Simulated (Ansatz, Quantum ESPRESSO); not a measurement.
# Thickness dependence of 1T-TiO2, part 3 of 8

What does each added layer of 1T-TiO2 bring in screening, and what does it do to the gap?

Quantum ESPRESSO 7.5; plane-wave DFT, vdW-DF-cx, GBRV ultrasoft pseudopotentials made under PBE; geometry by Ansatz 0.2.0 with PAW datasets.

So far. Step 3 (Ground state, 1 layer: no field): The run needed 12 iterations to bring the estimated error under 1e-09 Ry; the largest force on any atom, held or free, is 0.14 eV/Å.

## Step 5: Self-consistent run, 1 layer: field 0.1 V/Å

eamp is the field in Hartree atomic units (1 a.u. = 51.42 V/Å). With dipfield on, it is the field in the vacuum beside an isolated sheet. The run starts from the density of the one before.

The input, n1.f1.in:

```
&control
  prefix = 'n1.f1'
  outdir = './out'
  pseudo_dir = './pseudo'
  calculation = 'scf'
  tprnfor = .true.
  tefield = .true.
  dipfield = .true.
/
&system
  ibrav = 0
  nat = 3
  ntyp = 2
  ecutwfc = 40
  ecutrho = 200
  input_dft = 'vdw-df-cx'
  occupations = 'smearing'
  smearing = 'fd'
  degauss = 0.004
  edir = 3
  emaxpos = 0.97
  eopreg = 0.04
  eamp = 0.00194469
  nbnd = 16
/
&electrons
  conv_thr = 1e-09
  mixing_beta = 0.4
  electron_maxstep = 120
  mixing_mode = 'plain'
  startingpot = 'file'
/
ATOMIC_SPECIES
  O   15.9990  o_pbe_v1.2.uspp.F.UPF
  Ti  47.8670  ti_pbe_v1.4.uspp.F.UPF
CELL_PARAMETERS angstrom
  2.98947472530807 -0.00000000000000 0.00000000000000
  -1.49473736265404 2.58896105608830 -0.00000000000000
  0.00000000000000 0.00000000000000 19.46119212310000
ATOMIC_POSITIONS crystal
  O   0.666666666667 0.333333333333 0.450431502389
  Ti  -0.000000000000 -0.000000000000 0.499999981732
  O   0.333333333333 0.666666666667 0.549568515879
K_POINTS automatic
  12 12 1 0 0 0
```

The run is started by

```bash
> cp -r out/n1.f0.save out/n1.f1.save
> OMP_NUM_THREADS=1 mpirun -n 4 pw.x -nk 4 -in n1.f1.in > n1.f1.out
```

The program printed:

```text
[banner, memory and clock lines left out]
Program PWSCF v.7.5 starts
[...]
number of electrons       =        24.00
     number of Kohn-Sham states=           16
     kinetic-energy cutoff     =      40.0000  Ry
     charge density cutoff     =     200.0000  Ry
[...]
number of k points=    74  Fermi-Dirac smearing, width (Ry)=  0.0040
[...]
Dense  grid:    48615 G-vectors     FFT dimensions: (  25,  25, 180)
[...]
The initial density is read from file :
[...]
negative rho (up, down):  4.924E-03 0.000E+00
[...]
Starting wfcs are   18 randomized atomic wfcs
[...]
negative rho (up, down):  4.923E-03 0.000E+00
[...]
estimated scf accuracy    <       0.00140836 Ry
[...]
negative rho (up, down):  4.923E-03 0.000E+00
[...]
estimated scf accuracy    <       0.00521304 Ry
[...]
negative rho (up, down):  4.923E-03 0.000E+00
[...]
estimated scf accuracy    <       0.00000827 Ry
[...]
negative rho (up, down):  4.923E-03 0.000E+00
[...]
estimated scf accuracy    <       0.00000799 Ry
[...]
negative rho (up, down):  4.924E-03 0.000E+00
[...]
estimated scf accuracy    <       0.00000037 Ry
[...]
negative rho (up, down):  4.924E-03 0.000E+00
[...]
estimated scf accuracy    <       0.00000009 Ry
[...]
negative rho (up, down):  4.924E-03 0.000E+00
[...]
estimated scf accuracy    <          2.1E-09 Ry
[...]
negative rho (up, down):  4.924E-03 0.000E+00
[...]
estimated scf accuracy    <          1.8E-09 Ry
[...]
negative rho (up, down):  4.924E-03 0.000E+00
[...]
Computed dipole along edir(3) :
        Dipole                0.0245 Ry au,          0.0623 Debye
        Dipole field          0.0003 Ry au,
        E field amplitude [Ha a.u.]:  1.9447E-03
        Potential amp.        0.1159 Ry
        Total length         35.3053 bohr
[...]
the Fermi energy is    -3.4550 ev
!    total energy              =    -184.10673662 Ry
     estimated scf accuracy    <          2.0E-10 Ry
     smearing contrib. (-TS)   =      -0.00000000 Ry
     internal energy E=F+TS    =    -184.10673662 Ry
[...]
one-electron contribution =   -1226.06534555 Ry
     hartree contribution      =     612.95845258 Ry
     xc contribution           =     -32.46413353 Ry
     ewald contribution        =     461.46437775 Ry
     electric field correction =      -0.00008788 Ry
     convergence has been achieved in   9 iterations
     negative rho (up, down):  4.924E-03 0.000E+00
[...]
Total force =     0.008305     Total SCF correction =     0.000079
[...]
```

Wall time 49 s (4 MPI ranks of Intel Xeon Platinum 8559C (Emerald Rapids), shared host); peak memory 0.79 GiB; 3.3 min of CPU time.

Numbers from this step:

| Item | Value |
| --- | --- |
| free energy | -2504.8998 eV |
| Fermi energy | -3.455 eV |
| dipole along the normal | 0.01297 e·Å |
| valence top, on the run's zero | -4.922 eV |
| conduction bottom, on the run's zero | -2.196 eV |

## Step 6: Electrostatic potential, 1 layer

The input, n1.f1.pot.in:

```
&inputpp
  prefix = 'n1.f1'
  outdir = './out'
  filplot = 'n1.f1.pot.dat'
  plot_num = 11
/
```

The run is started by

```bash
> OMP_NUM_THREADS=1 mpirun -n 4 pp.x -in n1.f1.pot.in > n1.f1.pot.out
```

The job ended after 21 s (4 MPI ranks; peak memory 0.22 GiB; 84 s of CPU time).

Read from the output:

| Quantity | Value |
| --- | --- |
| slope of the potential above | 0.1000 eV/Å |
| upper vacuum line continued to the top atoms, over the valence top | 8.369 eV |
| slope of the potential below | 0.09998 eV/Å |
| lower vacuum line continued to the bottom atoms, over the valence top | 8.479 eV |

The slope in the vacuum is 0.100 eV/Å for an applied 0.10 V/Å, as it should be.

## Step 7: Bands along a path, 1 layer: no field

The density is frozen and the levels are solved along a path.

n1.f0.bands.in, as its differences from the input of step 5:

```diff
@@ -1,7 +1,6 @@
 &control
-  prefix = 'n1.f1'
+  prefix = 'n1.f0.bands'
   outdir = './out'
   pseudo_dir = './pseudo'
-  calculation = 'scf'
-  tprnfor = .true.
+  calculation = 'bands'
   tefield = .true.
@@ -22,3 +21,3 @@
   eopreg = 0.04
-  eamp = 0.00194469
+  eamp = 0.0
   nbnd = 16
@@ -26,7 +25,6 @@
 &electrons
-  conv_thr = 1e-09
+  conv_thr = 1e-07
   mixing_beta = 0.4
   electron_maxstep = 120
-  mixing_mode = 'plain'
-  startingpot = 'file'
+  mixing_mode = 'local-TF'
 /
@@ -43,3 +41,7 @@
   O   0.333333333333 0.666666666667 0.549568515879
-K_POINTS automatic
-  12 12 1 0 0 0
+K_POINTS crystal_b
+4
+  0.0000000000 0.0000000000 0.0000000000 12
+  0.5000000000 0.0000000000 0.0000000000 12
+  0.3333333333 0.3333333333 0.0000000000 12
+  0.0000000000 0.0000000000 0.0000000000 1
```

The run is started by

```bash
> cp -r out/n1.f0.save out/n1.f0.bands.save
> cp out/n1.f0.xml out/n1.f0.bands.xml
> OMP_NUM_THREADS=1 mpirun -n 4 pw.x -nk 4 -in n1.f0.bands.in > n1.f0.bands.out
```

The program printed:

```text
[banner, memory and clock lines left out]
Program PWSCF v.7.5 starts

          URL

     Presently no symmetry can be used with electric field

     IMPORTANT: XC functional enforced from input :
     Exchange-correlation= VDW-DF-CX
                           (   1   4  27   0   1   0   0)
     Any further DFT definition will be discarded
     Please, verify this is what you really want

     Atomic positions and unit cell read from directory:
     ./out/n1.f0.bands.save/

     G-vector sticks info

     bravais-lattice index     =            0
     lattice parameter (alat)  =       5.6493  a.u.
     unit-cell volume          =    1016.4510 (a.u.)^3
     number of atoms/cell      =            3
     number of atomic types    =            2
     number of electrons       =        24.00
     number of Kohn-Sham states=           16
     kinetic-energy cutoff     =      40.0000  Ry
     charge density cutoff     =     200.0000  Ry
     Exchange-correlation= VDW-DF-CX
                           (   1   4  27   0   1   0   0)

     celldm(1)=   5.649288  celldm(2)=   0.000000  celldm(3)=   0.000000
     celldm(4)=   0.000000  celldm(5)=   0.000000  celldm(6)=   0.000000

     crystal axes: (cart. coord. in units of alat)
               a(1) = (   1.000000  -0.000000   0.000000 )
               a(2) = (  -0.500000   0.866025  -0.000000 )
               a(3) = (   0.000000   0.000000   6.509904 )

     reciprocal axes: (cart. coord. in units 2 pi/alat)
               b(1) = (  1.000000  0.577350 -0.000000 )
               b(2) = (  0.000000  1.154701 -0.000000 )
               b(3) = (  0.000000  0.000000  0.153612 )

     PseudoPot. # 1 for O  read from file:
     ./pseudo/o_pbe_v1.2.uspp.F.UPF
     Pseudo is Ultrasoft + core correction, Zval =  6.0
     Generated by new atomic code, or converted to UPF format
     Using radial grid of  737 points,  5 beta functions with:
                l(1) =   0
                l(2) =   0
                l(3) =   1
                l(4) =   1
                l(5) =   2
     Q(r) pseudized with  8 coefficients,  rinner =    0.900   0.900   0.900
                                                       0.900   0.900

     PseudoPot. # 2 for Ti read from file:
     ./pseudo/ti_pbe_v1.4.uspp.F.UPF
     Pseudo is Ultrasoft + core correction, Zval = 12.0
     Generated by new atomic code, or converted to UPF format
     Using radial grid of  851 points,  6 beta functions with:
                l(1) =   0
                l(2) =   0
                l(3) =   1
                l(4) =   1
                l(5) =   2
                l(6) =   2
     Q(r) pseudized with  6 coefficients,  rinner =    1.000   1.000   1.000
                                                       1.000   1.000

     atomic species   valence    mass     pseudopotential
     O                 6.00    15.99900     O ( 1.00)
     Ti               12.00    47.86700     Ti( 1.00)

     No symmetry found

   Cartesian axes

     site n.     atom                  positions (alat units)
         1        O      tau(   1) = (   0.5000000   0.2886751   2.9322656  )
         2        Ti     tau(   2) = (   0.0000000   0.0000000   3.2549517  )
         3        O      tau(   3) = (  -0.0000000   0.5773503   3.5776380  )

     number of k points=    37  Fermi-Dirac smearing, width (Ry)=  0.0040
                       cart. coord. in units 2pi/alat
        k(    1) = (   0.0000000   0.0000000   0.0000000), wk =   0.0540541
        k(    2) = (   0.0416667   0.0240563   0.0000000), wk =   0.0540541
        k(    3) = (   0.0833333   0.0481125   0.0000000), wk =   0.0540541
        k(    4) = (   0.1250000   0.0721688   0.0000000), wk =   0.0540541
        k(    5) = (   0.1666667   0.0962250   0.0000000), wk =   0.0540541
        k(    6) = (   0.2083333   0.1202813   0.0000000), wk =   0.0540541
        k(    7) = (   0.2500000   0.1443376   0.0000000), wk =   0.0540541
        k(    8) = (   0.2916667   0.1683938   0.0000000), wk =   0.0540541
        k(    9) = (   0.3333333   0.1924501   0.0000000), wk =   0.0540541
        k(   10) = (   0.3750000   0.2165064   0.0000000), wk =   0.0540541
        k(   11) = (   0.4166667   0.2405626   0.0000000), wk =   0.0540541
        k(   12) = (   0.4583333   0.2646189   0.0000000), wk =   0.0540541
        k(   13) = (   0.5000000   0.2886751   0.0000000), wk =   0.0540541
        k(   14) = (   0.4861111   0.3127314   0.0000000), wk =   0.0540541
        k(   15) = (   0.4722222   0.3367877   0.0000000), wk =   0.0540541
        k(   16) = (   0.4583333   0.3608439   0.0000000), wk =   0.0540541
        k(   17) = (   0.4444444   0.3849002   0.0000000), wk =   0.0540541
        k(   18) = (   0.4305556   0.4089564   0.0000000), wk =   0.0540541
        k(   19) = (   0.4166667   0.4330127   0.0000000), wk =   0.0540541
        k(   20) = (   0.4027778   0.4570690   0.0000000), wk =   0.0540541
        k(   21) = (   0.3888889   0.4811252   0.0000000), wk =   0.0540541
        k(   22) = (   0.3750000   0.5051815   0.0000000), wk =   0.0540541
        k(   23) = (   0.3611111   0.5292377   0.0000000), wk =   0.0540541
        k(   24) = (   0.3472222   0.5532940   0.0000000), wk =   0.0540541
        k(   25) = (   0.3333333   0.5773503   0.0000000), wk =   0.0540541
        k(   26) = (   0.3055556   0.5292377   0.0000000), wk =   0.0540541
        k(   27) = (   0.2777778   0.4811252   0.0000000), wk =   0.0540541
        k(   28) = (   0.2500000   0.4330127   0.0000000), wk =   0.0540541
        k(   29) = (   0.2222222   0.3849002   0.0000000), wk =   0.0540541
        k(   30) = (   0.1944444   0.3367877   0.0000000), wk =   0.0540541
        k(   31) = (   0.1666667   0.2886751   0.0000000), wk =   0.0540541
        k(   32) = (   0.1388889   0.2405626   0.0000000), wk =   0.0540541
        k(   33) = (   0.1111111   0.1924501   0.0000000), wk =   0.0540541
        k(   34) = (   0.0833333   0.1443376   0.0000000), wk =   0.0540541
        k(   35) = (   0.0555556   0.0962250   0.0000000), wk =   0.0540541
        k(   36) = (   0.0277778   0.0481125   0.0000000), wk =   0.0540541
        k(   37) = (   0.0000000   0.0000000   0.0000000), wk =   0.0540541

     Dense  grid:    48615 G-vectors     FFT dimensions: (  25,  25, 180)

     Smooth grid:    34805 G-vectors     FFT dimensions: (  24,  24, 150)

     Check: negative core charge=   -0.000002

     The potential is recalculated from file :
     ./out/n1.f0.bands.save/charge-density

     negative rho (up, down):  4.924E-03 0.000E+00

     %%%%%%%%%%%%%%%%%%%%%%%%%%%%%%%%%%%%%%%%%%%%%%%%%%%%%%%%%%%%%%%%%%%%%%%%
     %                                                                      %
[...]
-61.1389 -37.4433 -37.1734 -37.1649 -22.2534 -20.4958  -8.5637  -8.5415
    -8.5320  -5.5408  -5.1921  -5.1428  -2.1837  -2.1675  -0.4944   1.2597

          k = 0.0833 0.0481 0.0000 (  4364 PWs)   bands (ev):

   -61.1353 -37.4369 -37.2042 -37.1706 -22.1848 -20.5310  -8.5969  -8.4782
    -8.4688  -5.5150  -5.3697  -5.2569  -2.1116  -2.0444  -0.5150   1.3783

          k = 0.1250 0.0722 0.0000 (  4352 PWs)   bands (ev):

   -61.1296 -37.4268 -37.2526 -37.1797 -22.0760 -20.5860  -8.6363  -8.3930
    -8.3525  -5.8443  -5.4173  -5.2617  -2.0236  -1.8720  -0.5519   1.4561

          k = 0.1667 0.0962 0.0000 (  4366 PWs)   bands (ev):

   -61.1221 -37.4139 -37.3147 -37.1916 -21.9351 -20.6550  -8.6682  -8.2832
    -8.2025  -6.2580  -5.5965  -5.1160  -1.9398  -1.6825  -0.6072   1.2677

          k = 0.2083 0.1203 0.0000 (  4356 PWs)   bands (ev):

   -61.1133 -37.4058 -37.3792 -37.2053 -21.7739 -20.7300  -8.6869  -8.1585
    -8.0397  -6.6581  -5.7708  -5.0055  -1.8694  -1.5035  -0.6809   1.1070

          k = 0.2500 0.1443 0.0000 (  4356 PWs)   bands (ev):

   -61.1039 -37.4669 -37.3775 -37.2201 -21.6089 -20.7989  -8.7026  -8.0314
    -7.9123  -6.9534  -5.9221  -4.9642  -1.8173  -1.3557  -0.7700   1.0182

          k = 0.2917 0.1684 0.0000 (  4348 PWs)   bands (ev):

   -61.0945 -37.5414 -37.3612 -37.2348 -21.4650 -20.8428  -8.7515  -7.9155
    -7.8815  -7.0316  -6.0369  -5.0071  -1.7889  -1.2506  -0.8666   1.0152

          k = 0.3333 0.1925 0.0000 (  4344 PWs)   bands (ev):

   -61.0857 -37.6105 -37.3455 -37.2484 -21.3735 -20.8369  -8.8778  -7.8755
    -7.8231  -6.9222  -6.1085  -5.1255  -1.7907  -1.1895  -0.9572   1.0864

          k = 0.3750 0.2165 0.0000 (  4334 PWs)   bands (ev):

   -61.0781 -37.6693 -37.3317 -37.2601 -21.3459 -20.7776  -9.0621  -7.7958
    -7.7602  -6.7638  -6.1392  -5.2867  -1.8252  -1.1645  -1.0272   1.2013

          k = 0.4167 0.2406 0.0000 (  4352 PWs)   bands (ev):

   -61.0723 -37.7141 -37.3212 -37.2691 -21.3540 -20.7002  -9.2384  -7.7246
    -7.6603  -6.6457  -6.1415  -5.4401  -1.8813  -1.1618  -1.0703   1.3208

          k = 0.4583 0.2646 0.0000 (  4352 PWs)   bands (ev):

   -61.0687 -37.7420 -37.3145 -37.2747 -21.3682 -20.6413  -9.3592  -7.7085
    -7.5263  -6.6047  -6.1329  -5.5371  -1.9331  -1.1672  -1.0910   1.4091

          k = 0.5000 0.2887 0.0000 (  4344 PWs)   bands (ev):

   -61.0674 -37.7516 -37.3122 -37.2766 -21.3743 -20.6198  -9.4017  -7.7041
    -7.4669  -6.6056  -6.1281  -5.5664  -1.9540  -1.1703  -1.0969   1.4415

          k = 0.4861 0.3127 0.0000 (  4350 PWs)   bands (ev):

   -61.0673 -37.7500 -37.3120 -37.2796 -21.3694 -20.6232  -9.3905  -7.7513
    -7.4164  -6.6063  -6.1477  -5.5684  -1.9484  -1.1682  -1.0954   1.4415

          k = 0.4722 0.3368 0.0000 (  4350 PWs)   bands (ev):

   -61.0669 -37.7453 -37.3114 -37.2886 -21.3549 -20.6332  -9.3571  -7.8419
    -7.3161  -6.6105  -6.2028  -5.5747  -1.9336  -1.1617  -1.0906   1.4413

          k = 0.4583 0.3608 0.0000 (  4358 PWs)   bands (ev):

   -61.0662 -37.7376 -37.3104 -37.3031 -21.3314 -20.6495  -9.3022  -7.9379
    -7.2037  -6.6266  -6.2804  -5.5862  -1.9145  -1.1508  -1.0810   1.4408

          k = 0.4444 0.3849 0.0000 (  4364 PWs)   bands (ev):

   -61.0653 -37.7270 -37.3228 -37.3091 -21.2997 -20.6717  -9.2271  -8.0297
    -7.0889  -6.6747  -6.3539  -5.6041  -1.8977  -1.1352  -1.0649   1.4397

          k = 0.4306 0.4090 0.0000 (  4348 PWs)   bands (ev):

   -61.0643 -37.7135 -37.3469 -37.3075 -21.2610 -20.6989  -9.1338  -8.1137
    -6.9752  -6.7764  -6.3944  -5.6299  -1.8889  -1.1149  -1.0418   1.4378

          k = 0.4167 0.4330 0.0000 (  4338 PWs)   bands (ev):

   -61.0632 -37.6975 -37.3746 -37.3058 -21.2169 -20.7304  -9.0247  -8.1879
    -6.9232  -6.8641  -6.4028  -5.6650  -1.8909  -1.0903  -1.0129   1.4348

          k = 0.4028 0.4571 0.0000 (  4330 PWs)   bands (ev):

   -61.0620 -37.6791 -37.4050 -37.3040 -21.1691 -20.7650  -8.9034  -8.2515
    -7.0921  -6.7564  -6.3951  -5.7106  -1.9037  -1.0620  -0.9817   1.4306

          k = 0.3889 0.4811 0.0000 (  4332 PWs)   bands (ev):

   -61.0609 -37.6585 -37.4370 -37.3023 -21.1194 -20.8018  -8.7750  -8.3039
    -7.2657  -6.6526  -6.3812  -5.7666  -1.9243  -1.0313  -0.9525   1.4254

          k = 0.3750 0.5052 0.0000 (  4328 PWs)   bands (ev):

   -61.0598 -37.6361 -37.4696 -37.3007 -21.0701 -20.8394  -8.6466  -8.3452
    -7.4302  -6.5536  -6.3668  -5.8314  -1.9484  -1.0001  -0.9297   1.4194

          k = 0.3611 0.5292 0.0000 (  4318 PWs)   bands (ev):

   -61.0590 -37.6121 -37.5018 -37.2994 -21.0233 -20.8767  -8.5299  -8.3755
    -7.5712  -6.4624  -6.3554  -5.9005  -1.9712  -0.9705  -0.9165   1.4054

          k = 0.3472 0.5533 0.0000 (  4294 PWs)   bands (ev):

   -61.0585 -37.5868 -37.5324 -37.2986 -20.9811 -20.9125  -8.4430  -8.3958
    -7.6692  -6.3878  -6.3497  -5.9619  -1.9879  -0.9448  -0.9149   1.3963

          k = 0.3333 0.5774 0.0000 (  4290 PWs)   bands (ev):

   -61.0583 -37.5606 -37.5606 -37.2983 -20.9457 -20.9456  -8.4070  -8.4070
    -7.7039  -6.3519  -6.3519  -5.9899  -1.9943  -0.9252  -0.9251   1.3989

          k = 0.3056 0.5292 0.0000 (  4314 PWs)   bands (ev):

   -61.0592 -37.6059 -37.5066 -37.2997 -20.9995 -20.9027  -8.4677  -8.4091
    -7.6100  -6.4420  -6.3849  -5.8820  -1.9633  -0.9761  -0.9104   1.3836

          k = 0.2778 0.4811 0.0000 (  4316 PWs)   bands (ev):

   -61.0622 -37.6319 -37.4526 -37.3042 -21.0311 -20.9071  -8.5465  -8.4002
    -7.4766  -6.5970  -6.4567  -5.6745  -1.8655  -1.0481  -0.9339   1.3667

          k = 0.2500 0.4330 0.0000 (  4328 PWs)   bands (ev):

   -61.0674 -37.6348 -37.4016 -37.3116 -21.0355 -20.9656  -8.5481  -8.4042
    -7.4220  -6.7020  -6.5582  -5.4468  -1.7156  -1.1092  -0.9963   1.3520

          k = 0.2222 0.3849 0.0000 (  4328 PWs)   bands (ev):

   -61.0749 -37.6136 -37.3598 -37.3171 -21.0777 -21.0111  -8.4575  -8.4402
    -7.4716  -6.7098  -6.6764  -5.2284  -1.5658  -1.1182  -1.0945   1.3471

          k = 0.1944 0.3368 0.0000 (  4338 PWs)   bands (ev):

   -61.0842 -37.5697 -37.3524 -37.2966 -21.2357 -20.9595  -8.5058  -8.3006
    -7.6009  -6.7898  -6.6097  -5.0485  -1.4933  -1.2237  -1.0348   1.2466

          k = 0.1667 0.2887 0.0000 (  4348 PWs)   bands (ev):

   -61.0948 -37.5071 -37.3671 -37.2623 -21.4262 -20.8857  -8.5786  -8.1540
    -7.7680  -6.8343  -6.4198  -4.9385  -1.5082  -1.3783  -0.8945   1.1646

          k = 0.1389 0.2406 0.0000 (  4357 PWs)   bands (ev):

   -61.1060 -37.4322 -37.3855 -37.2314 -21.6317 -20.7974  -8.6336  -8.1315
    -7.9382  -6.7018  -6.1699  -4.9232  -1.5797  -1.5513  -0.7603   1.1528

          k = 0.1111 0.1925 0.0000 (  4367 PWs)   bands (ev):

   -61.1168 -37.4042 -37.3529 -37.2062 -21.8336 -20.7043  -8.6559  -8.2327
    -8.1095  -6.3767  -5.8918  -5.0051  -1.7334  -1.6962  -0.6534   1.2395

          k = 0.0833 0.1443 0.0000 (  4363 PWs)   bands (ev):

   -61.1263 -37.4209 -37.2782 -37.1870 -22.0135 -20.6172  -8.6431  -8.3595
    -8.2830  -5.9557  -5.6229  -5.1522  -1.9107  -1.8474  -0.5756   1.4099

          k = 0.0556 0.0962 0.0000 (  4353 PWs)   bands (ev):

   -61.1338 -37.4341 -37.2170 -37.1735 -22.1551 -20.5461  -8.6062  -8.4645
    -8.4307  -5.5390  -5.4580  -5.2537  -2.0649  -2.0134  -0.5246   1.4309

          k = 0.0278 0.0481 0.0000 (  4349 PWs)   bands (ev):

   -61.1385 -37.4426 -37.1769 -37.1655 -22.2456 -20.4998  -8.5672  -8.5357
    -8.5242  -5.5295  -5.2223  -5.1553  -2.1731  -2.1545  -0.4966   1.2731

          k = 0.0000 0.0000 0.0000 (  4371 PWs)   bands (ev):

   -61.1402 -37.4455 -37.1629 -37.1629 -22.2767 -20.4837  -8.5665  -8.5504
    -8.5504  -5.5767  -5.1011  -5.1011  -2.2126  -2.2126  -0.4879   1.2197

     XML data file, pseudopotentials, collected wavefunctions

                                        0.00s GPU  (     403 calls)

Note: The following floating-point exceptions are signalling: IEEE_UNDERFLOW_FLAG IEEE_DENORMAL
Note: The following floating-point exceptions are signalling: IEEE_UNDERFLOW_FLAG IEEE_DENORMAL
Note: The following floating-point exceptions are signalling: IEEE_UNDERFLOW_FLAG IEEE_DENORMAL
Note: The following floating-point exceptions are signalling: IEEE_UNDERFLOW_FLAG IEEE_DENORMAL
[key lines of the parts left out:]
Dipole field          0.0000 Ry au,
```

It took 28 s on 4 MPI ranks; peak memory 0.31 GiB; 1.9 min of CPU time.

This step gave:

```
dipole along the normal              : 0 e·Å
valence top, on the run's zero       : -4.923 eV
conduction bottom, on the run's zero : -2.213 eV
gap by band count                    : 2.711 eV
```

(Part 3 of 8 ends here.)

[Logs are printed without paths, hosts, clocks, repeated set-up lines and the standing remarks that a program may print on its own settings, such as how far it seeks lower states.]

[Hosts, paths, dates, database ids (printed as entryN), source tags and the programs' standing remarks are cut or masked in the printed files.]

[Maps of the electrostatic potential energy from Ansatz leave out the sawtooth potential of an applied field or a dipole correction, so their vacuum need not be flat; planar profiles and work functions include it.]
